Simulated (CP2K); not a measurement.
The C K edge of fluoroacetylene was computed by TDDFT (CP2K XAS_TDP, aug-cc-pVTZ, TDA) at these levels: BHandHLYP, PBE0, PBEh(45%) and PBEh(45%) + GW2X. The first three lines of C1 (bonded to C and H) with a strength over 0.0015, energy in eV and strength:

| run | first | second | third |
| --- | --- | --- | --- |
| 1 | 284.30 (0.103) | 286.49 (0.019) | 287.63 (0.016) |
| 2 | 276.92 (0.066) | 278.11 (0.009) | 279.03 (0.016) |
| 3 | 282.38 (0.095) | 284.55 (0.018) | 285.65 (0.015) |
| 4 | 287.10 (0.093) | 289.27 (0.017) | 290.37 (0.015) |

Question: Which run is which?

Run 1: BHandHLYP (50 % exact exchange). Run 2: PBE0 (25 % exact exchange). Run 3: PBEh(45%) (45 % exact exchange). Run 4: PBEh(45%) + GW2X (45 % exact exchange). Self-interaction lifts the core level, so the uncorrected lines rise with the share of exact exchange. The GW2X run keeps the spacings of its parent: 2.17 eV between the first two lines in run 4, 2.17 eV in run 3. Its shift is +4.72 eV, since the Kohn–Sham level at this share of exchange lies that far above the quasiparticle level.

[Hosts, paths, dates, database ids (printed as entryN), source tags and the programs' standing remarks are cut or masked in the printed files.]
